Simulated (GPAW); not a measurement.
## The basis that the transmission of C2 in line between two Cu chains needs

Aim: T(E), conductance and thermopower of C2 in line between two Cu chains, and what cheaper settings cost in accuracy.

Main program and level: GPAW 26.7.0; GPAW LCAO, PAW setups; Landauer transmission from Green's functions with principal layers (ASE), zero bias.

**1. The starting structure**

The cell holds 12 atoms: 10 Cu and 2 C. Cell: a = 9.000 Å, b = 9.000 Å, c = 25.403 Å, α = 90.0°, β = 90.0°, γ = 90.0°. Regions: left lead, 5 atoms (5 Cu); channel, 2 atoms (2 C); right lead, 5 atoms (5 Cu). Vacuum lies along a and b. The structure is stacked along c, and the current runs across the ab planes.

**2. GPAW, dzp**

Localised orbitals split the wire into layers that couple to their neighbours alone, which is what the Green's function method needs; double zeta with polarisation is the usual level for numbers.

Input file run.py:

```python
import json
import numpy as np
from ase import Atoms
from ase.transport.calculators import TransportCalculator
from gpaw import GPAW, FermiDirac
from gpaw.lcao.tools import get_lcao_hamiltonian
from scipy.linalg import eigh

# The junction with lead layers at both ends, along the third cell vector
device = Atoms(
    ['Cu', 'Cu', 'Cu', 'Cu', 'Cu', 'C', 'C', 'Cu', 'Cu', 'Cu', 'Cu', 'Cu'],
    positions=[
        [4.50000, 4.50000, 1.15000],
        [4.50000, 4.50000, 3.45000],
        [4.50000, 4.50000, 5.75000],
        [4.50000, 4.50000, 8.05000],
        [4.50000, 4.50000, 10.35000],
        [4.50000, 4.50000, 12.08150],
        [4.50000, 4.50000, 13.32150],
        [4.50000, 4.50000, 15.05300],
        [4.50000, 4.50000, 17.35300],
        [4.50000, 4.50000, 19.65300],
        [4.50000, 4.50000, 21.95300],
        [4.50000, 4.50000, 24.25300]],
    cell=[[9.0, 0.0, 0.0], [0.0, 9.0, 0.0], [0.0, 0.0, 25.403]],
    pbc=True)

# One principal layer of the lead: the first 3 atoms of the device
lead = Atoms(
    ['Cu', 'Cu', 'Cu'],
    positions=[
        [4.50000, 4.50000, 1.15000],
        [4.50000, 4.50000, 3.45000],
        [4.50000, 4.50000, 5.75000]],
    cell=[[9.0, 0.0, 0.0], [0.0, 9.0, 0.0], [0.0, 0.0, 6.9]],
    pbc=True)

settings = dict(mode='lcao', basis='dzp', xc='PBE', h=0.2,
                occupations=FermiDirac(0.1), maxiter=250,
                mixer=dict(beta=0.1, nmaxold=8, weight=100.0),
                convergence=dict(density=0.0001))
energies = np.arange(-2, 2 + 1e-9, 0.05)
eta = 0.0001
n1, n2 = 1, 1
# k and -k transmit alike, so half of the mesh across the current serves
mesh = [(i, j) for i in range(n1) for j in range(n2) if (i, j) <= (-i % n1, -j % n2)]
weights = np.array([1 if (i, j) == (-i % n1, -j % n2) else 2 for i, j in mesh]) / (n1 * n2)

# [... helper functions left out ...]
fermi_lead = ground_state(lead, (1, 1, 16), 'lead.txt')
fermi_device = ground_state(device, (1, 1, 3), 'device.txt')
# [... loop over the mesh left out, but for ...]
        # Shift the lead onto the potential of the device's first layer
        shift = ((H[:, 0, 0] - H0[:, 0, 0]) / S0[0, 0]).real.mean()
# [...]
kT = 8.617333e-5 * 77
bias = [0.1, 0.2, 0.5, 1.0, 1.5, 2.0]
# [... integrals and printing left out ...]
```

On the command line:

```
$ OMP_NUM_THREADS=1 OPENBLAS_NUM_THREADS=1 python run.py
```

The program printed:

```text
basis functions: device 176, principal layer 45
Fermi level: lead -3.6828 eV, device -3.9644 eV; lead shifted by -0.0019 eV
largest coupling past the next layer 4.59e-05 eV, largest misfit of the first layer 0.049 eV
  E-E_F (eV)   T (one spin)  [channel counts left out]
    -2.000    7.8305e-02
    -1.950    7.8761e-02
    -1.900    7.9694e-02
    -1.850    8.1195e-02
    -1.800    8.3383e-02
    -1.750    8.6420e-02
    -1.700    1.5059e-01
    -1.650    2.3856e-01
    -1.600    3.4721e-01
    -1.550    4.6848e-01
    -1.500    5.7180e-01
    -1.450    6.3383e-01
    -1.400    6.6438e-01
    -1.350    7.0432e-01
    -1.300    8.4628e-01
    -1.250    1.3845e+00
[...]
1.650    4.5784e-02
     1.700    4.5378e-02
     1.750    4.5022e-02
     1.800    4.4713e-02
     1.850    4.4445e-02
     1.900    4.4214e-02
     1.950    4.4015e-02
     2.000    4.3845e-02
conductance at 77 K: 0.19689 G0 a cell; thermopower 4.21 uV/K
current from the zero-bias T(E) at 0.1 V: 1.5311 uA
current from the zero-bias T(E) at 0.2 V: 3.1099 uA
current from the zero-bias T(E) at 0.5 V: 15.053 uA
current from the zero-bias T(E) at 1.0 V: 39.033 uA
current from the zero-bias T(E) at 1.5 V: 62.046 uA
current from the zero-bias T(E) at 2.0 V: 90.881 uA
```

Run time: 65 s. Hardware: 1 thread of Arm Neoverse N1, shared host; peak memory 0.83 GiB.

This step gave:

| Quantity | Value |
| --- | --- |
| conductance | 0.1969 G₀ |
| thermopower | 4.210 μV/K |
| largest coupling past the next principal layer | 4.59e-5 eV |
| largest misfit of the first principal layer | 0.04936 eV |
| shift that aligns the lead | -0.001897 eV |
| basis functions of the junction | 176 |
| basis functions of a principal layer | 45 |
| transmission at the Fermi level (one spin) | 0.1967 |

One spin. Table of transmission, zone mean by energy, zero at the Fermi level:

```csv
energy (eV),"transmission, zone mean"
-2.00,0.0783
-1.90,0.0797
-1.80,0.0834
-1.70,0.151
-1.55,0.468
-1.45,0.634
-1.35,0.704
-1.25,1.38
-1.15,1.40
-1.05,1.37
-0.90,1.48
-0.80,1.38
-0.70,1.19
-0.60,1.06
-0.50,1.03
-0.40,1.09
-0.25,1.29
-0.15,0.717
-0.05,0.221
0.00,0.197
0.05,0.177
0.15,0.146
0.25,0.124
0.40,0.100
0.50,0.0893
0.60,0.0804
0.70,0.0732
0.80,0.0674
0.90,0.0626
1.05,0.0569
1.15,0.0540
1.25,0.0516
1.35,0.0496
1.45,0.0480
1.55,0.0468
1.70,0.0454
1.80,0.0447
1.90,0.0442
2.00,0.0438
```

Not self-consistent under bias; the bias window is split evenly. Current through one cell, from the zero-bias transmission against bias:

```csv
bias (V),"current through one cell, from the zero-bias transmission (μA)"
0.100,1.53
0.200,3.11
0.500,15.1
1.000,39.0
1.500,62.0
2.000,90.9
```

The transmission of the three most open eigenchannels by energy, zero at the Fermi level:

```csv
energy (eV),channel 1,channel 2,channel 3
-2.000,0.0783,0,0
-1.800,0.0834,3.9e-11,3.9e-11
-1.600,0.122,0.122,0.104
-1.400,0.239,0.239,0.187
-1.200,0.940,0.195,0.195
-1.000,0.876,0.269,0.269
-0.800,0.602,0.388,0.388
-0.600,0.371,0.343,0.343
-0.400,0.395,0.347,0.347
-0.200,0.458,0.458,0.329
0.000,0.197,8.1e-12,8.1e-12
0.200,0.134,0,0
0.400,0.100,0,0
0.600,0.0804,0,0
0.800,0.0674,0,0
1.000,0.0586,0,0
1.200,0.0527,0,0
1.400,0.0488,0,0
1.600,0.0462,0,0
1.800,0.0447,0,0
2.000,0.0438,0,0
```

Couplings past the next layer reach 4.6e-5 eV, small enough to drop; the matrix elements of the cell's first layer differ from the bulk lead's by up to 0.049 eV. That layer keeps its own values in the calculation, and only beyond it is the lead taken as perfect. The Fermi levels of lead and junction count from different zeros of potential, one for each periodic cell; with both set to zero, the small remaining shift is what aligns them. By hand: G = 0.1969 × 77.48 μS = 15.3 μS, a resistance of 65.5 kΩ; at 0.1 V a linear junction would pass 1.53 μA, and the integral over the bias window gives 1.53 μA. Mott's formula, S = -(π²/3)(k_B²T/e) d ln T/dE, has the prefactor 1.88 μV/K·eV at 77 K; T = 0.2209 at -0.05 eV and 0.1766 at 0.05 eV give a slope of -2.24 per eV and S = 4.20 μV/K, beside 4.21 μV/K from the thermal integral, which interpolates the same grid.

**3. Single-zeta polarised basis**

One radial function a shell plus polarisation makes the matrices smaller; the question is what that costs.

Edit run.py of step 2 so:

```diff
@@ -37,3 +37,3 @@
 
-settings = dict(mode='lcao', basis='dzp', xc='PBE', h=0.2,
+settings = dict(mode='lcao', basis='szp(dzp)', xc='PBE', h=0.2,
                 occupations=FermiDirac(0.1), maxiter=250,
```

The program printed:

```text
basis functions: device 108, principal layer 27
Fermi level: lead -3.7203 eV, device -4.1375 eV; lead shifted by 0.0009 eV
largest coupling past the next layer 4.61e-05 eV, largest misfit of the first layer 0.049 eV
  E-E_F (eV)   T (one spin)  [channel counts left out]
    -2.000    8.6301e-02
    -1.950    8.7715e-02
    -1.900    8.9657e-02
    -1.850    9.2247e-02
    -1.800    9.5637e-02
    -1.750    1.0003e-01
    -1.700    1.4446e-01
    -1.650    1.9392e-01
    -1.600    2.5282e-01
    -1.550    3.2446e-01
    -1.500    4.0026e-01
    -1.450    4.6823e-01
    -1.400    5.2769e-01
    -1.350    5.9913e-01
    -1.300    7.4010e-01
    -1.250    1.2049e+00
[...]
1.650    4.4159e-02
     1.700    4.3605e-02
     1.750    4.3092e-02
     1.800    4.2616e-02
     1.850    4.2174e-02
     1.900    4.1761e-02
     1.950    4.1374e-02
     2.000    4.1010e-02
conductance at 77 K: 0.19555 G0 a cell; thermopower 4.495 uV/K
current from the zero-bias T(E) at 0.1 V: 1.5219 uA
current from the zero-bias T(E) at 0.2 V: 3.1192 uA
current from the zero-bias T(E) at 0.5 V: 22.41 uA
current from the zero-bias T(E) at 1.0 V: 54.876 uA
current from the zero-bias T(E) at 1.5 V: 82.194 uA
current from the zero-bias T(E) at 2.0 V: 113.16 uA
```

The job ended after 58 s (1 thread; peak memory 0.82 GiB).

This step gave:

| Quantity | Value |
| --- | --- |
| conductance | 0.1956 G₀ |
| thermopower | 4.495 μV/K |
| largest coupling past the next principal layer | 4.61e-5 eV |
| largest misfit of the first principal layer | 0.04930 eV |
| shift that aligns the lead | 9.14e-4 eV |
| basis functions of the junction | 108 |
| basis functions of a principal layer | 27 |
| transmission at the Fermi level (one spin) | 0.1953 |

One spin. Table of transmission, zone mean by energy, zero at the Fermi level:

```csv
energy (eV),"transmission, zone mean"
-2.00,0.0863
-1.85,0.0922
-1.70,0.144
-1.60,0.253
-1.45,0.468
-1.30,0.740
-1.15,1.26
-1.05,1.40
-0.90,1.58
-0.85,1.59
-0.75,1.44
-0.60,1.29
-0.50,1.33
-0.35,1.62
-0.20,1.93
-0.05,0.221
0.00,0.195
0.05,0.174
0.20,0.131
0.35,0.105
0.50,0.0873
0.60,0.0788
0.75,0.0690
0.90,0.0617
1.05,0.0561
1.15,0.0532
1.30,0.0496
1.45,0.0469
1.60,0.0448
1.70,0.0436
1.85,0.0422
2.00,0.0410
```

Not self-consistent under bias; the bias window is split evenly. The current through one cell, from the zero-bias transmission by bias:

```csv
bias (V),"current through one cell, from the zero-bias transmission (μA)"
0.100,1.52
0.200,3.12
0.500,22.4
1.000,54.9
1.500,82.2
2.000,113
```

Table of transmission of the three most open eigenchannels by energy, zero at the Fermi level:

```csv
energy (eV),channel 1,channel 2,channel 3
-2.00,0.0863,0,0
-1.90,0.0897,0,0
-1.80,0.0956,2.2e-11,2.2e-11
-1.70,0.106,0.0194,0.0194
-1.55,0.136,0.0943,0.0943
-1.45,0.180,0.144,0.144
-1.35,0.291,0.154,0.154
-1.25,0.905,0.150,0.150
-1.15,0.936,0.161,0.161
-1.05,0.996,0.201,0.201
-0.90,0.940,0.322,0.322
-0.80,0.713,0.408,0.408
-0.70,0.466,0.452,0.452
-0.60,0.462,0.462,0.368
-0.50,0.484,0.484,0.362
-0.40,0.560,0.560,0.375
-0.25,0.758,0.758,0.362
-0.15,0.765,0.765,0.294
-0.05,0.221,9.6e-10,9.6e-10
0.00,0.195,2.3e-11,2.3e-11
0.05,0.174,1.6e-12,1.6e-12
0.15,0.143,0,0
0.25,0.121,0,0
0.40,0.0981,0,0
0.50,0.0873,0,0
0.60,0.0788,0,0
0.70,0.0721,0,0
0.80,0.0663,0,0
0.90,0.0617,0,0
1.05,0.0561,0,0
1.15,0.0532,0,0
1.25,0.0507,0,0
1.35,0.0486,0,0
1.45,0.0469,0,0
1.55,0.0454,0,0
1.70,0.0436,0,0
1.80,0.0426,0,0
1.90,0.0418,0,0
2.00,0.0410,0,0
```

The conductance, 0.196 G₀, lies 0.7 % below that of the dzp run.

**4. Minimal basis**

The minimal basis is the cheapest rung: no second zeta and no polarisation.

Edit run.py of step 3 so:

```diff
@@ -37,3 +37,3 @@
 
-settings = dict(mode='lcao', basis='szp(dzp)', xc='PBE', h=0.2,
+settings = dict(mode='lcao', basis='sz(dzp)', xc='PBE', h=0.2,
                 occupations=FermiDirac(0.1), maxiter=250,
```

The program printed:

```text
basis functions: device 68, principal layer 18
Fermi level: lead -3.5183 eV, device -3.9740 eV; lead shifted by -0.0103 eV
largest coupling past the next layer 4.64e-05 eV, largest misfit of the first layer 0.062 eV
  E-E_F (eV)   T (one spin)  [channel counts left out]
    -2.000    7.5774e-02
    -1.950    7.5568e-02
    -1.900    7.5547e-02
[...]
1.950    4.2161e-02
     2.000    4.1870e-02
conductance at 77 K: 0.15048 G0 a cell; thermopower 4.591 uV/K
current from the zero-bias T(E) at 0.1 V: 1.1731 uA
current from the zero-bias T(E) at 0.2 V: 2.4263 uA
current from the zero-bias T(E) at 0.5 V: 24.32 uA
current from the zero-bias T(E) at 1.0 V: 65.435 uA
current from the zero-bias T(E) at 1.5 V: 98.165 uA
current from the zero-bias T(E) at 2.0 V: 125.62 uA
```

Wall time 47 s (1 thread); peak memory 0.79 GiB.

Numbers from this step:

| Item | Value |
| --- | --- |
| conductance | 0.1505 G₀ |
| thermopower | 4.591 μV/K |
| largest coupling past the next principal layer | 4.64e-5 eV |
| largest misfit of the first principal layer | 0.06167 eV |
| shift that aligns the lead | -0.01028 eV |
| basis functions of the junction | 68 |
| basis functions of a principal layer | 18 |
| transmission at the Fermi level (one spin) | 0.1502 |

The conductance, 0.150 G₀, lies 24 % below that of the dzp run.

**5. LDA in the dzp basis: xc = "LDA"**

Back in the dzp basis, the functional changes from PBE to LDA, to set the spread between functionals beside that between bases.

Edit run.py of step 4 so:

```diff
@@ -37,3 +37,3 @@
 
-settings = dict(mode='lcao', basis='sz(dzp)', xc='PBE', h=0.2,
+settings = dict(mode='lcao', basis='dzp', xc='LDA', h=0.2,
                 occupations=FermiDirac(0.1), maxiter=250,
```

The program printed:

```text
basis functions: device 176, principal layer 45
Fermi level: lead -4.0532 eV, device -4.3235 eV; lead shifted by -0.0011 eV
largest coupling past the next layer 3.59e-05 eV, largest misfit of the first layer 0.052 eV
  E-E_F (eV)   T (one spin)  [channel counts left out]
    -2.000    7.0423e-02
    -1.950    7.1019e-02
    -1.900    7.2071e-02
[...]
1.950    3.8740e-02
     2.000    3.8593e-02
conductance at 77 K: 0.18516 G0 a cell; thermopower 4.264 uV/K
current from the zero-bias T(E) at 0.1 V: 1.4396 uA
current from the zero-bias T(E) at 0.2 V: 2.9222 uA
current from the zero-bias T(E) at 0.5 V: 14.124 uA
current from the zero-bias T(E) at 1.0 V: 36.384 uA
current from the zero-bias T(E) at 1.5 V: 57.63 uA
current from the zero-bias T(E) at 2.0 V: 84.935 uA
```

The job ended after 52 s (1 thread; peak memory 0.82 GiB).

Numbers from this step:

* conductance: 0.1852 G₀
* thermopower: 4.264 μV/K
* largest coupling past the next principal layer: 3.59e-5 eV
* largest misfit of the first principal layer: 0.05236 eV
* shift that aligns the lead: -0.001098 eV
* basis functions of the junction: 176
* basis functions of a principal layer: 45
* transmission at the Fermi level (one spin): 0.1850

The conductance, 0.185 G₀, lies 6.0 % below that of the dzp run.

**6. The ladder**

Times are for 1 thread of Arm Neoverse N1, shared host. The series side by side:

```csv
no.,run,conductance (G₀),time,memory (GiB)
1,dzp,0.1969,65 s,0.83
2,szp,0.1956,58 s,0.82
3,sz,0.1505,47 s,0.79
4,dzp LDA,0.1852,52 s,0.82
```

**7. Comparison**

The curves are compared point by point over the common energies.

This step: comparison of transmission and cost over codes and levels (GPAW 26.7.0).

Ladder, by row:

```csv
step,code,T at the Fermi level (sum over the listed spins),conductance (G0),r.m.s. T(E) from the first,wall time (s),peak memory (GiB),threads
dzp,GPAW,0.1967,0.1969,0,65.42,0.83,1
szp,GPAW,0.1953,0.1956,0.2048,58.07,0.82,1
sz,GPAW,0.1502,0.1505,0.3504,46.86,0.79,1
dzp-LDA,GPAW,0.185,0.1852,0.03998,51.82,0.82,1
```

The transmission, zone mean, sum over the listed spins by energy, zero at the Fermi level:

```csv
energy (eV),dzp,szp,sz,dzp-LDA
-2.000,0.0783,0.0863,0.0758,0.0704
-1.800,0.0834,0.0956,0.0763,0.0759
-1.600,0.347,0.253,0.217,0.353
-1.400,0.664,0.528,0.354,0.620
-1.200,1.33,1.28,1.25,1.26
-1.000,1.41,1.46,1.42,1.36
-0.900,1.48,1.58,1.35,1.42
-0.800,1.38,1.53,1.33,1.29
-0.600,1.06,1.29,1.68,0.975
-0.400,1.09,1.50,1.98,1.01
-0.250,1.29,1.88,2.34,1.21
-0.200,1.24,1.93,2.27,1.18
0.000,0.197,0.195,0.150,0.185
0.200,0.134,0.131,0.104,0.124
0.400,0.100,0.0981,0.0822,0.0919
0.600,0.0804,0.0788,0.0696,0.0726
0.800,0.0674,0.0663,0.0613,0.0602
1.000,0.0586,0.0578,0.0554,0.0520
1.200,0.0527,0.0519,0.0509,0.0466
1.400,0.0488,0.0477,0.0476,0.0430
1.600,0.0462,0.0448,0.0451,0.0407
1.800,0.0447,0.0426,0.0432,0.0394
2.000,0.0438,0.0410,0.0419,0.0386
```

(Continued in part 2 of 2.)

[Logs are printed without paths, hosts, clocks, repeated set-up lines and the standing remarks that a program may print on its own settings, such as how far it seeks lower states.]

[Hosts, paths, dates, database ids (printed as entryN), source tags and the programs' standing remarks are cut or masked in the printed files.]
